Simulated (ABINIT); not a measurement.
# Diamond (Fd-3m, 2 atoms a cell): G0W0 in ABINIT against the screening cutoff in the self-energy

How does the gap of Diamond (Fd-3m, 2 atoms a cell) converge in the screening cutoff in the self-energy?

Calculated with ABINIT 10.8.3; PBE and many-body steps on it, plane waves.

Report form: the programs' logs are mostly left out.

**1. Set-up**

It takes space group Fd-3m (No. 227, cubic). The conventional cell has a = 3.567 Å, b = 3.567 Å, c = 3.567 Å, α = 90.00°, β = 90.00°, γ = 90.00°. Nearest to C lie 4 C at 1.54 Å.

The cell and positions come from the Crystallography Open Database and are kept as given unless a step says otherwise.

**2. Screening, 8×8×8 mesh, 210 bands, screening to 435.4 eV**

This step: ABINIT 10.8.3; RPA screening on PBE, plane waves, norm-conserving pseudopotentials.

The RPA dielectric matrix is built and inverted for each q.

Contents of run.abi:

```
acell 3*1.0 Angstrom
rprim 
  -0.000000000000 1.783370000000 1.783370000000
  1.783370000000 -0.000000000000 1.783370000000
  1.783370000000 1.783370000000 0.000000000000
ntypat 1
znucl 6
natom 2
typat 1 1
xred 
  -0.000000000000 0.000000000000 0.000000000000
  0.250000000000 0.250000000000 0.250000000000
pp_dirpath "pseudos"
pseudos "C.upf"
ecut 37
ngkpt 8 8 8
nshiftk 1
shiftk 0 0 0
kptopt 1
chksymbreak 0
istwfk *1
occopt 1
irdwfk 1
optdriver 3
nband 210
ecuteps 16
inclvkb 2
awtr 1
symchi 1
indata_prefix "in"
outdata_prefix "out"
tmpdata_prefix "tmp"
```

Started as:

```
$ OMP_NUM_THREADS=1 mpirun -n 8 abinit run.abi > log
```

The job ended after 4.2 min (8 MPI ranks of Arm Neoverse V1, shared host; peak memory 3 GiB; 34 min of CPU time).

This step gave:

```yaml
eps_infinity_with_local_fields_on_this_mesh_along_the_program_s_q_direction: 5.509
the_same_without_local_fields: 5.949
plasma_frequency: 31.18 eV
plane_waves_in_the_screening_matrix: 259
```

Local fields lower ε∞ by 7 %.

**3. 1.6 Ha**

This step: G0W0 on PBE, plane waves, norm-conserving pseudopotentials.

run.abi, as its differences from that of step 2:

```diff
@@ -23,8 +23,17 @@
 irdwfk 1
-optdriver 3
+optdriver 4
 nband 210
-ecuteps 16
-inclvkb 2
-awtr 1
-symchi 1
+gwcalctyp 0
+ecutsigx 37
+symsigma 1
+nkptgw 2
+kptgw 
+  0.0000000000 0.0000000000 0.0000000000
+  0.3750000000 0.3750000000 0.0000000000
+bdgw 
+  2 7
+  3 6
+ecuteps 1.6
+irdscr 1
+ppmodel 1
 indata_prefix "in"
```

Wall time 3.1 s (8 MPI ranks); peak memory 1.4 GiB; 24 s of CPU time.

This step gave:

```
G0W0 gap on the points computed              : 5.141 eV
starting gap on the mesh                     : 4.190 eV
k of the valence top                         : 0, 0, 0
k of the conduction bottom                   : 0.375, 0.375, 0
Z at the valence top                         : 0.856
Z at the conduction bottom                   : 0.86
least direct G0W0 gap on the computed points : 7.300 eV
```

**4. 3.2 Ha**

run.abi, as its differences from that of step 3:

```diff
@@ -35,3 +35,3 @@
   3 6
-ecuteps 1.6
+ecuteps 3.2
 irdscr 1
```

The job ended after 3.1 s (8 MPI ranks; peak memory 1.4 GiB).

Numbers from this step:

```
G0W0 gap on the points computed              : 5.196 eV
starting gap on the mesh                     : 4.190 eV
k of the valence top                         : 0, 0, 0
k of the conduction bottom                   : 0.375, 0.375, 0
Z at the valence top                         : 0.842
Z at the conduction bottom                   : 0.85
least direct G0W0 gap on the computed points : 7.219 eV
```

**5. 5.6 Ha**

The self-energy is evaluated for the states that the input lists, and the levels follow from it, in one-shot runs by the linearised quasiparticle equation.

run.abi, as its differences from that of step 4:

```diff
@@ -35,3 +35,3 @@
   3 6
-ecuteps 3.2
+ecuteps 5.6
 irdscr 1
```

Wall time 5.5 s (8 MPI ranks); peak memory 1.5 GiB; 43 s of CPU time.

This step gave:

```
G0W0 gap on the points computed              : 5.444 eV
starting gap on the mesh                     : 4.190 eV
k of the valence top                         : 0, 0, 0
k of the conduction bottom                   : 0.375, 0.375, 0
least direct G0W0 gap on the computed points : 7.353 eV
```

The gap on the mesh goes from 4.19 eV to 5.44 eV, a correction of +1.25 eV.

**6. 8 Ha**

run.abi, as its differences from that of step 5:

```diff
@@ -35,3 +35,3 @@
   3 6
-ecuteps 5.6
+ecuteps 8
 irdscr 1
```

Elapsed: 6 s, on 8 MPI ranks; peak memory 1.4 GiB; 47 s of CPU time.

Numbers from this step:

* G0W0 gap on the points computed: 5.452 eV
* starting gap on the mesh: 4.190 eV
* k of the valence top: 0, 0, 0
* k of the conduction bottom: 0.375, 0.375, 0
* least direct G0W0 gap on the computed points: 7.355 eV

Against the run before, the gap moves by +0.008 eV.

**7. 12 Ha**

run.abi, as its differences from that of step 6:

```diff
@@ -35,3 +35,3 @@
   3 6
-ecuteps 8
+ecuteps 12
 irdscr 1
```

Elapsed: 25 s, on 8 MPI ranks; peak memory 2.5 GiB.

This step gave:

- G0W0 gap on the points computed: 5.527 eV
- starting gap on the mesh: 4.190 eV
- k of the valence top: 0, 0, 0
- k of the conduction bottom: 0.375, 0.375, 0
- least direct G0W0 gap on the computed points: 7.426 eV

Against the run before, the gap moves by +0.075 eV.

**8. 16 Ha**

run.abi, as its differences from that of step 7:

```diff
@@ -35,3 +35,3 @@
   3 6
-ecuteps 12
+ecuteps 16
 irdscr 1
```

The job ended after 51 s (8 MPI ranks; peak memory 3 GiB).

This step gave:

```
G0W0 gap on the points computed              : 5.538 eV
starting gap on the mesh                     : 4.190 eV
k of the valence top                         : 0, 0, 0
k of the conduction bottom                   : 0.375, 0.375, 0
least direct G0W0 gap on the computed points : 7.434 eV
```

Against the run before, the gap moves by +0.011 eV.

**9. Side by side**

Times are wall times on 8 MPI ranks of Arm Neoverse V1, shared host, good to a factor of about two. A run's time includes the screening step that it read.

```
   run   mesh  bands  screening cutoff (eV)  DFT gap (eV)  gap on the mesh (eV)  direct (eV)  ε∞ used     time
1.6 Ha  8×8×8    210                   43.5         4.190                 5.141        7.300     5.51  4.3 min
3.2 Ha  8×8×8    210                   87.1         4.190                 5.196        7.219     5.51  4.3 min
5.6 Ha  8×8×8    210                  152.4         4.190                 5.444        7.353     5.51  4.3 min
  8 Ha  8×8×8    210                  217.7         4.190                 5.452        7.355     5.51  4.3 min
 12 Ha  8×8×8    210                  326.5         4.190                 5.527        7.426     5.51  4.6 min
 16 Ha  8×8×8    210                  435.4         4.190                 5.538        7.434     5.51  5.1 min
```

**10. Outcome**

```
1.6 Ha       : 5.141 eV
3.2 Ha       : 5.196 eV
5.6 Ha       : 5.444 eV
8 Ha         : 5.452 eV
12 Ha        : 5.527 eV
16 Ha        : 5.538 eV
known limits : not at the basis limit
```

What this shows: The setting moved: screening cutoff in the self-energy. From 1.6 Ha to 16 Ha the gap moves by +0.40 eV. The last step still moves it by +0.011 eV. Bands and screening cutoff are coupled, so a series along one setting does not show full convergence. Bands and cutoff are finite, so the gap is not at the basis limit. The miss can reach some tenths of an eV and take either sign; the mesh is an error of its own. In the first G0W0 run levels were corrected at 2 k points alone, so a gap called «on the mesh» is the least over those, and an edge elsewhere would be missed.

[Paths, hosts, dates, memory and timing lines, banners, echoed tables and standing remarks are left out of the program output.]

[Logs are printed without paths, hosts, clocks, repeated set-up lines and the standing remarks that a program may print on its own settings, such as how far it seeks lower states.]

[Runs of the session that timed out or met a known fault of the program may be left out.]

[No measured gap is set beside runs whose start may be inverted or whose files or cutoffs have a known fault.]

[Hosts, paths, dates, database ids (printed as entryN), source tags and the programs' standing remarks are cut or masked in the printed files.]

[G0W0 gaps are taken among the corrected bands and points alone; a level outside them can change the order at an edge.]

[Where Ansatz stands beside ABINIT at settings called matched, ABINIT's density can come from a denser mesh and the files from another edition; pairs whose starting gaps differed by over 0.03 eV were left out, so agreement reads better than it is.]
